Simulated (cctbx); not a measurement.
# Resonant diffraction in Yb3Sc4Ge6

Space group C2/m (no. 12), a = 24.7480 Å, b = 4.2590 Å, c = 11.3370 Å, α = 90.00°, β = 92.34°, γ = 90.00°.

```
atom  mult.       x    y       z  Ueq (Å²)
 Yb1      4  0.0229  1/2  0.8344    0.0134
 Yb2      4  0.3246  1/2  0.4490    0.0112
 Yb3      4  0.3562    0  0.8933    0.0146
 Ge1      4  0.4492  1/2  0.9721    0.0159
 Ge2      4  0.2065  1/2  0.3526    0.0205
 Ge3      4  0.4776  1/2  0.4007    0.0171
 Ge4      4  0.1539  1/2  0.7698    0.0162
 Ge5      4  0.3950    0  0.6348    0.0163
 Ge6      4  0.2746  1/2  0.9672    0.0198
 Sc1      4  0.4365  1/2  0.7269    0.0205
 Sc2      4  0.0799  1/2  0.5897    0.0194
 Sc3      4  0.1334    0  0.8848    0.0238
 Sc4      4  0.2605  1/2  0.7420    0.0196
```

The model is made up (kin elements in a known structure type, no relaxation), so it says nothing on whether the phase exists.

Calculated with cctbx: free-atom f′ and f″ from the Sasaki tables, no fine structure; amplitudes in electrons.

```
E (eV)  F 4 0 2  F 4 0 1  F 3 1 1  F 2 0 1
  8344     91.8    109.4     73.8     57.1
  8694     86.5    105.6     66.6     51.8
  8824     82.3    102.6     60.3     47.1
  8884     78.8    100.0     54.8     43.1
  8914     75.0     97.2     49.0     38.7
  8929     71.3     94.5     43.1     34.4
  8936     68.0     92.1     37.9     30.5
  8940     64.3     89.4     32.2     26.2
  8948     66.6     90.6     47.5     37.2
  8952     70.3     93.4     51.7     40.5
  8959     73.7     95.9     55.8     43.6
  8974     77.4     98.6     60.6     47.2
  9004     81.0    101.3     65.6     51.0
  9094     85.5    104.7     72.0     55.8
  9344     89.5    107.7     78.3     60.6
```

**Question.** Which edge is crossed, and why do the reflections move as they do?

The L3 edge of Yb. The edge is at 8944 eV. f′ of Yb falls from -12.1 e at 8824 eV to -19.2 e at 4 eV below it, and f″ steps from 3.74 to 10.53 e across it. Over that approach |F| changes by -22 % (4 0 2), -13 % (4 0 1), -47 % (3 1 1) and -44 % (2 0 1): a reflection falls where Yb scatters in phase with the total and rises where it scatters against it; it hardly moves where the Yb term is small or cancels by symmetry. Above the edge the larger f″ enters the imaginary part, where it can add to or cancel the other atoms' f″. The structure is centrosymmetric, so Friedel mates stay equal.

[Logs are printed without paths, hosts, clocks, repeated set-up lines and the standing remarks that a program may print on its own settings, such as how far it seeks lower states.]
